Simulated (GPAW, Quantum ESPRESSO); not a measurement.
# Core-hole calculation of the N K edge in TaN (Fm-3m), part 4 of 4

Aim: the N K edge of TaN (Fm-3m) by two routes, a Lanczos recursion (XSpectra) and a sum over empty bands (GPAW), to see which features are robust.

Quantum ESPRESSO 7.5 and GPAW 26.7.0; core-hole supercells, plane-wave PAW PBE.

So far. Step 10 (The field without a hole (GPAW)): The mesh shows no gap, so the system is treated as a metal and the core electron is put at the Fermi level (neutral cell). Step 11 (Spectrum without a core hole, N atom 2 (GPAW)): Main maxima below 24 eV (height): 2.1 eV (1.68), 5.5 eV (1.31), 7.9 eV (2.03), 10.5 eV (1.68) and 15.6 eV (0.62). 

### 13. Spectrum with XCH, N atom 2 (GPAW)

Level of this step: X-ray absorption from dipole matrix elements to empty bands, plane-wave PAW PBE (GPAW).

The holes are 6.2 Å apart. The excited electron is kept in the cell, where it fills the lowest empty states and screens the hole. After the field has converged, empty bands are computed with the density fixed and the dipole matrix elements are summed.

xas.py reads:

```python
import numpy as np
from ase import Atoms
from ase.parallel import parprint, paropen
from gpaw import GPAW, PW, FermiDirac, Mixer, MixerDif, setup_paths
from gpaw.test import gen
setup_paths.insert(0, '.')
gen('N', name='fch1s', xcname='PBE', corehole=(1, 0, 1), write_xml=True)
from gpaw.mpi import world
world.barrier()

atoms = Atoms('Ta8N8',
    cell=[[0, 4.358, 4.358],
     [4.358, 0, 4.358],
     [4.358, 4.358, 0]],
    scaled_positions=[[0.25, 0.25, 0.25],
     [0.25, 0.25, 0.75],
     [0.25, 0.75, 0.25],
     [0.75, 0.25, 0.25],
     [0.25, 0.75, 0.75],
     [0.75, 0.25, 0.75],
     [0.75, 0.75, 0.25],
     [0.75, 0.75, 0.75],
     [0, 0, 0],
     [0, 0, 0.5],
     [0, 0.5, 0],
     [0.5, 0, 0],
     [0, 0.5, 0.5],
     [0.5, 0, 0.5],
     [0.5, 0.5, 0],
     [0.5, 0.5, 0.5]],
    pbc=True)
atoms.calc = calc = GPAW(legacy_gpaw=True, mode=PW(500), xc='PBE', setups={8: 'fch1s'},
    kpts={'size': (5, 5, 5), 'gamma': True}, occupations=FermiDirac(0.1),
    charge=-1, mixer=Mixer(0.1, 5, 50), maxiter=150,
    convergence={'density': 0.0001}, txt='scf.txt')
energy = atoms.get_potential_energy() + calc.get_reference_energy()
ef = calc.get_fermi_level()
out = dict(energy=energy, fermi=ef, forces=atoms.get_forces().tolist())
parprint(f'all-electron energy {energy:.4f} eV, Fermi level {ef:.4f} eV')
ev = np.array([[calc.get_eigenvalues(k, s) for k in range(len(calc.get_ibz_k_points()))] for s in range(calc.get_number_of_spins())])
out['homo'], out['lumo'], out['counts'] = ev[ev < ef].max(), ev[ev > ef].min(), sorted(set((ev < ef).sum((0, 2)).tolist()))
out['filled'] = (ev[:, 0] < ef).sum(1).tolist()

from ase.units import Ha
from gpaw.xas import dipole_matrix_elements
nb = int(calc.get_number_of_electrons() / 2) + 141
top, nb = nb, nb + 8 + nb // 12
nscf = calc.fixed_density(kpts={'size': (6, 6, 6), 'gamma': True}, nbands=nb,
    convergence={'bands': top, 'eigenstates': 1e-5}, maxiter=60, txt='nscf.txt')
cell = atoms.cell.array
ops = [cell.T @ U.T @ np.linalg.inv(cell.T) for U in nscf.wfs.kd.symmetry.op_scc]
E = np.arange(-6, 34, 0.1)
fwhm = np.interp(E, [4, 25], [0.9, 3.5])
Y, X, zero, highest = 0, 0, 1e9, 1e9
for spin in range(nscf.get_number_of_spins()):
    wfs = nscf.wfs
    A = dipole_matrix_elements(wfs.setups[8])
    eps = np.zeros((wfs.kd.nibzkpts, nb))
    d = np.zeros((3, A.shape[1], wfs.kd.nibzkpts, nb), complex)
    for kpt in wfs.kpt_u:
        if kpt.s == spin and 8 in kpt.P_ani:
            eps[kpt.k] = kpt.eps_n * Ha
            d[:, :, kpt.k] = (kpt.weight * wfs.nspins / 2) ** 0.5 * np.inner(A, kpt.P_ani[8])
    world.sum(eps)
    world.sum(d)
    T = np.einsum('amkn,bmkn->abkn', d, d.conj()).real
    T = sum(np.einsum('ai,ijkn,bj->abkn', R, T, R) for R in ops) / len(ops)
    empty = eps > ef
    zero, highest = min(zero, eps[empty].min()), min(highest, eps[:, top - 1].min())
    lines = [(eps, T, empty)] if spin == 0 else lines + [(eps, T, empty)]
for eps, T, empty in lines:
    f = np.einsum('aakn->akn', T).reshape(3, -1)
    x = eps.ravel() - zero
    w = np.interp(x, E, fwhm) / 2.35482
    g = np.exp(-0.5 * ((E[:, None] - x) / w) ** 2) / (w * (2 * np.pi) ** 0.5)
    Y = Y + (f * empty.ravel()) @ g.T
    X = X + (f * ~empty.ravel()) @ g.T
out.update(E=E.round(2).tolist(), xas=Y.tolist(), xes=X.tolist(), zero=zero, valid=highest - zero, nk=len(eps), nb=nb)
for i in range(0, len(E), 10):
    parprint(f'{E[i]:7.2f}', *(f'{v:10.3e}' for v in Y[:, i]))
import json
with paropen('out.json', 'w') as f:
    json.dump(out, f)
```

Command:

```bash
OMP_NUM_THREADS=1 mpirun -n 4 gpaw python xas.py
```

Numbers of over 12 decimals in the logs are rounded to 6 here.

Log:

```text
Input parameters:
  charge: -1
  convergence: {density: 0.0001}
  kpts: {gamma: True,
         size: (5, 5, 5)}
  maxiter: 150
  mixer: {backend: pulay,
          beta: 0.1,
          method: separate,
          nmaxold: 5,
          weight: 50}
  mode: {ecut: 500.0,
         name: pw}
  occupations: {fixmagmom: False,
                name: fermi-dirac,
                width: 0.1}
  setups: {8: fch1s}
  xc: PBE

Initialize ...

[... PAW data sets ...]

Reference energy: -3404813.044623  # eV

Spin-paired calculation

[... convergence settings ...]
Symmetries present (total): 48
  [... symmetry matrices ...]

125 k-points: 5 x 5 x 5 Monkhorst-Pack grid
10 k-points in the irreducible part of the Brillouin zone
       k-points in crystal coordinates                weights
   0:     0.00000000    0.00000000    0.00000000          1/125
   1:     0.20000000    0.20000000    0.00000000          6/125
   2:     0.20000000    0.20000000    0.20000000          8/125
   3:     0.40000000    0.20000000   -0.20000000         24/125
   4:     0.40000000    0.20000000    0.20000000         12/125
   5:     0.40000000    0.40000000   -0.40000000         24/125
   6:     0.40000000    0.40000000   -0.20000000         12/125
   7:     0.40000000    0.40000000    0.00000000          6/125
   8:     0.40000000    0.40000000    0.20000000         24/125
   9:     0.40000000    0.40000000    0.40000000          8/125

Wave functions: Plane wave expansion
  Cutoff energy: 500.000 eV
  Number of coefficients (min, max): 4193, 4279
  Pulay-stress correction: 0.000000 eV/Ang^3 (de/decut=0.000000)
  Using FFTW library
  Wavefunction extrapolation:
    Improved wavefunction reuse through dual PAW basis

Occupation numbers: Fermi-Dirac:
  width: 0.1000  # eV

Eigensolver
   Davidson(niter=2)

Densities:
  Coarse grid: 32*32*32 grid
  Fine grid: 64*64*64 grid
  Total Charge: 0.000000

Density mixing:
  Method: separate
  Backend: pulay
  Linear mixing parameter: 0.1
  old densities: 5
  Width of damping distribution: 1.1
  Damping of long wavelength oscillations: 50

[... Hamiltonian set-up ...]
Number of atoms: 16
Number of atomic orbitals: 136
Number of bands in calculation: 91
Number of valence electrons: 145
Bands to converge: occupied

... initialized

Initializing position-dependent things.

Density initialized from atomic densities
Creating initial wave functions:
  91 bands from LCAO basis set

                           Ta
                    Ta
                      Ta

               Ta   N     Ta
              N    Ta
               N    Ta
        N     Ta   N

            N
              N
       N

Atomic positions and initial magnetic moments

Positions:
   0 Ta     2.179000    2.179000    2.179000    ( 0.0000,  0.0000,  0.0000)
   1 Ta     4.358000    4.358000    2.179000    ( 0.0000,  0.0000,  0.0000)
   2 Ta     4.358000    2.179000    4.358000    ( 0.0000,  0.0000,  0.0000)
   3 Ta     2.179000    4.358000    4.358000    ( 0.0000,  0.0000,  0.0000)
   4 Ta     6.537000    4.358000    4.358000    ( 0.0000,  0.0000,  0.0000)
   5 Ta     4.358000    6.537000    4.358000    ( 0.0000,  0.0000,  0.0000)
   6 Ta     4.358000    4.358000    6.537000    ( 0.0000,  0.0000,  0.0000)
[...]
13 N      2.179000    4.358000    2.179000    ( 0.0000,  0.0000,  0.0000)
  14 N      2.179000    2.179000    4.358000    ( 0.0000,  0.0000,  0.0000)
  15 N      4.358000    4.358000    4.358000    ( 0.0000,  0.0000,  0.0000)

Unit cell:
           periodic     x           y           z      points  spacing
  1. axis:    yes    0.000000    4.358000    4.358000    32     0.1573
  2. axis:    yes    4.358000    0.000000    4.358000    32     0.1573
  3. axis:    yes    4.358000    4.358000    0.000000    32     0.1573

  Lengths:   6.163143   6.163143   6.163143
  Angles:   60.000000  60.000000  60.000000

Effective grid spacing dv^(1/3) = 0.1716

iter:   1  -187.719684
iter:   2  -177.063134   -0.53  -1.02
iter:   3  -168.306175   -0.10  -1.14
iter:   4  -168.406437   -0.88  -1.46
iter:   5  -168.498582   -1.55  -1.56
iter:   6  -168.609626   -1.32  -1.66
iter:   7  -168.519929   -2.25  -2.34
iter:   8  -168.518005   -3.02  -2.40
iter:   9  -168.503810c  -2.65  -2.49
iter:  10  -168.502586c  -3.78  -2.91
iter:  11  -168.501963c  -3.62  -2.97
iter:  12  -168.501274c  -4.46  -3.25
iter:  13  -168.501240c  -4.39  -3.46
iter:  14  -168.501279c  -4.87  -3.48
iter:  15  -168.501178c  -4.93  -3.74
iter:  16  -168.501223c  -5.07  -3.69
iter:  17  -168.501231c  -5.74  -4.69c
iter:  18  -168.501220c  -6.44  -4.56c
iter:  19  -168.501209c  -6.61  -4.72c
iter:  20  -168.501212c  -7.38  -5.08c
iter:  21  -168.501213c  -7.99c -5.19c

Converged after 21 iterations.

Dipole moment: (-0.000000, -0.000000, -0.000000) |e|*Ang

Energy contributions relative to reference atoms: (reference = -3404813.044623)

Kinetic:       +178.748661
Potential:     -171.041228
External:        +0.000000
XC:            -174.351547
Entropy (-ST):   -0.189889
Local:           -1.762155
SIC:             +0.000000
--------------------------
Free energy:   -168.596158
Extrapolated:  -168.501213

Showing only first 2 kpts
 Kpt  Band  Eigenvalues  Occupancy
  0    70     16.14871    1.21997
  0    71     16.14871    1.21997
  0    72     17.33866    0.00002
  0    73     17.70933    0.00000

  1    70     16.31884    0.44400
  1    71     16.51244    0.07909
  1    72     17.00312    0.00061
[...]
Fermi level: 16.19344

No gap
No difference between direct/indirect transitions

Forces in eV/Ang:
  0 Ta    0.00000    0.00000   -0.00000
  1 Ta    0.00000   -0.00000    0.97206
  2 Ta    0.00000    0.97206    0.00000
  3 Ta    0.97206    0.00000   -0.00000
  4 Ta   -0.97206   -0.00000    0.00000
  5 Ta    0.00000   -0.97206   -0.00000
  6 Ta   -0.00000    0.00000   -0.97206
[...]
13 N     0.00000   -0.00000    0.00000
 14 N     0.00000    0.00000   -0.00000
 15 N     0.00000    0.00000    0.00000
Scalar-relativistic atomic PBE calculation for N (Nitrogen, Z=7)
Core hole in 1s state (1s occupation: 1.0)
300 radial gridpoints.
|------------------------------------------------|
|------------------------------------------------|
[... the atom generator's iteration count ...]

Energy contributions:
-------------------------
Kinetic:      +38.893141
XC:            -4.740592
Potential:    -73.160590
-------------------------
Total:        -39.008042

state      eigenvalue         ekin         rmax
-----------------------------------------------
1s^1.0 :   -16.784323    23.680985        0.144
2s^2.0 :    -1.344151     3.188451        0.910
2p^3.0 :    -0.921356     2.945085        0.787
-----------------------------------------------
(units: Bohr and Hartree)

Generating PAW setup
Kinetic energy of the core from tauc = 23.696066
Cutoffs:
rc(s)=1.140
rc(p)=1.000
rc(d)=1.090
rc(vbar)=1.120
rc(comp)=1.090
rc(nct)=1.140

Kinetic energy of the core states: 23.680985
Charge: 1.0
Core electrons: 1.0
Valence electrons: 5.0
Pseudo-core charge: 0.003697
Shape function alpha=8.417
Pseudo-electron charge 4.916039
state    eigenvalue         norm
--------------------------------
2s(2) :    -1.344151     1.101188
*s    :    -0.344151
2p(3) :    -0.921356     0.903322
*p    :     0.078644
*d    :     0.000000
--------------------------------

Diagonalizing with gridspacing h=0.050

state   all-electron     PAW
-------------------------------
2s:      -1.344151    -1.345632
2p:      -0.921356    -0.925433
*d:                   -0.065555
*f:                   -0.013847
-------------------------------
all-electron energy -3404981.5458 eV, Fermi level 16.1934 eV
[...]
31.00  7.231e-05  7.231e-05  7.231e-05
  32.00  4.522e-05  4.522e-05  4.522e-05
  33.00  3.728e-05  3.728e-05  3.728e-05
```

It took 2.4 min on 4 MPI ranks of Arm Neoverse V2, shared host; peak memory 0.46 GiB.

The N K spectrum, N atom 2, excited-electron core hole (neutral cell) (energy from the lowest empty level; intensity scaled to a mean of 1 over the first 20 eV):

```tsv
E (eV)	intensity
-2.0	0.00
-1.5	0.00
-1.0	0.00
-0.5	0.07
0.0	0.53
0.5	1.45
1.0	2.08
1.5	2.41
2.0	1.89
2.5	1.23
3.0	1.08
3.5	1.24
4.0	1.26
4.5	1.26
5.0	1.50
5.5	1.66
6.0	2.07
6.5	2.22
7.0	1.89
7.5	1.62
8.0	1.52
8.5	1.23
9.0	1.02
9.5	1.11
10.0	1.21
10.5	1.10
11.0	0.84
11.5	0.60
12.0	0.47
12.5	0.43
13.0	0.44
13.5	0.45
14.0	0.47
14.5	0.51
15.0	0.54
15.5	0.54
16.0	0.47
16.5	0.36
17.0	0.24
17.5	0.16
18.0	0.14
18.5	0.16
19.0	0.22
19.5	0.30
20.0	0.36
20.5	0.41
21.0	0.43
21.5	0.45
22.0	0.48
22.5	0.53
23.0	0.60
23.5	0.69
24.0	0.77
24.5	0.85
25.0	0.92
25.5	1.00
26.0	1.11
26.5	1.24
27.0	1.37
27.5	1.48
28.0	1.53
28.5	1.50
29.0	1.40
29.5	1.22
30.0	1.01
30.5	0.81
31.0	0.63
31.5	0.49
32.0	0.39
```

Main maxima below 24 eV (height): 1.5 eV (2.41), 3.8 eV (1.30), 6.4 eV (2.24), 10.0 eV (1.21) and 15.2 eV (0.55). 

The total-energy difference is 406.66 eV. With the free-atom term of -7.82 eV for this edge, the photon energy is 398.84 eV.

### 14. The two programs side by side

The line shapes differ (Lorentzian half width 0.4 eV up to 4 eV, rising linearly to 1.75 eV at 25 eV (not a setting of the program: the run's 0.4 eV curve was folded afterwards with a further Lorentzian above 4 eV), against Gaussian full width 0.9 eV up to 4 eV, rising linearly to 3.5 eV at 25 eV), so both get a further Gaussian of 1.5 eV full width before they are compared; the Lorentzian tails remain.

```tsv
E (eV)	XSpectra	GPAW
-2.00	0.12	0.00
-1.25	0.22	0.05
-0.50	0.51	0.32
0.25	1.09	1.04
1.00	1.63	1.79
1.75	1.74	1.89
2.50	1.49	1.47
3.25	1.36	1.24
4.00	1.41	1.27
4.75	1.53	1.43
5.50	1.70	1.73
6.25	1.82	1.96
7.00	1.72	1.86
7.75	1.49	1.57
8.50	1.26	1.29
9.25	1.11	1.14
10.00	1.02	1.10
10.75	0.85	0.93
11.50	0.67	0.67
12.25	0.56	0.50
13.00	0.52	0.45
13.75	0.51	0.47
14.50	0.51	0.50
15.25	0.49	0.51
16.00	0.43	0.44
16.75	0.35	0.31
17.50	0.31	0.20
18.25	0.31	0.18
19.00	0.35	0.23
19.75	0.41	0.32
20.50	0.45	0.39
21.25	0.48	0.44
22.00	0.52	0.49
22.75	0.60	0.58
23.50	0.68	0.69
24.25	0.76	0.81
25.00	0.82	0.93
25.75	0.91	1.07
26.50	1.00	1.24
27.25	1.05	1.40
28.00	1.01	1.47
28.75	0.90	1.40
29.50	0.76	1.20
30.25	0.62	0.92
31.00	0.52	0.66
31.75	0.46	0.47
```

```tsv
	XSpectra	GPAW
k mesh of the spectrum	6×6×6	6×6×6
cutoff (eV)	626	500
highest intensity below 16 eV after the common broadening, eV (height)	6.3 (1.82)	6.4 (1.97)
zero, corrected photon energy (eV)	398.1	398.8
core time, hole field and spectrum	16 min	9.6 min
```

### 15. With and without the hole

XSpectra's curves. Both curves are counted from their own zero, so only the shift of weight within the empty states shows.

```tsv
E (eV)	no hole	XCH
-2.0	0.07	0.09
-1.0	0.12	0.18
0.0	0.46	0.79
1.0	1.02	1.81
2.0	1.47	1.72
3.0	1.20	1.23
4.0	1.03	1.30
5.0	1.21	1.58
6.0	1.26	2.02
7.0	1.53	1.79
8.0	2.01	1.78
9.0	1.42	0.97
10.0	1.64	1.28
11.0	1.53	0.78
12.0	0.84	0.47
13.0	0.70	0.53
14.0	0.54	0.45
15.0	0.60	0.62
16.0	0.81	0.48
17.0	0.25	0.16
18.0	0.15	0.14
19.0	0.18	0.24
20.0	0.41	0.54
21.0	0.40	0.43
22.0	0.28	0.36
23.0	0.29	0.54
24.0	0.79	1.09
25.0	0.57	0.70
26.0	0.63	1.12
27.0	0.91	1.78
28.0	1.67	1.66
29.0	1.93	1.02
30.0	0.97	0.52
31.0	0.59	0.36
32.0	0.37	0.27
```

With each curve scaled to its own mean, the area from −2 to 6 eV with the hole is 9.6 against 7.2, and the centre of weight from −1 to 20 eV moves by -1.1 eV: the hole pulls the absorber's empty states down.

### 16. Results

```
absorber and edge                                     : N K, atom 2 of the ground-state input (counted from 1)
surroundings                                          : 6 Ta at 2.18 Å (octahedral, site symmetry m-3m)
highest intensity below 16 eV (XSpectra, narrow line) : 6.4 eV above the zero, height 2.21
photon energy of the zero, with the added terms       : 398.1 eV (raw 405.9 eV; uncertain by a few eV)
```

In words: The two programs agree closely: 9 % r.m.s. remains over the first 14 eV after a relative shift of 0.0 eV, and their photon-energy zeros differ by 0.8 eV. In XSpectra the N K edge of atom 2, with 6 Ta at 2.18 Å (octahedral, site symmetry m-3m), has its highest intensity of the first 16 eV at 6.4 eV above the zero, near 404 eV in photon energy (uncertain by a few eV), 2.2 times the mean level of the first 20 eV (Lorentzian half width 0.4 eV). In XSpectra: With each curve scaled to its own mean, the area from −2 to 6 eV with the hole is 9.6 against 7.2, and the centre of weight from −1 to 20 eV moves by -1.1 eV: the hole pulls the absorber's empty states down. In GPAW: With each curve scaled to its own mean, the area from −2 to 6 eV with the hole is 9.3 against 7.2, and the centre of weight from −1 to 20 eV moves by -1.1 eV: the hole pulls the absorber's empty states down. 3 further runs of this session are left out of this account as redundant. The holes are only 6.2 Å apart, so the shape is probably not converged with cell size; no larger cell was run here. Lifetime broadening is put in by hand, and intensities beyond about 20 eV depend on it and on the partial waves; weight that the partial waves miss at high energy is lost. The structure is a published determination, not relaxed.

[Banner, clock and machine lines of the logs are left out without a mark of their own.]

[Logs are printed without paths, hosts, clocks, repeated set-up lines and the standing remarks that a program may print on its own settings, such as how far it seeks lower states.]

[Hosts, paths, dates, database ids (printed as entryN), source tags and the programs' standing remarks are cut or masked in the printed files.]

[Lists of maxima count a maximum above −3 eV only where it reaches 4 % of the highest in the window and stands out from its surroundings by 2 % of it (1.5 % where it reaches 55 %); shoulders and weaker maxima are passed over, and of the rest the first, up to two pre-edge ones and the few strongest are named.]
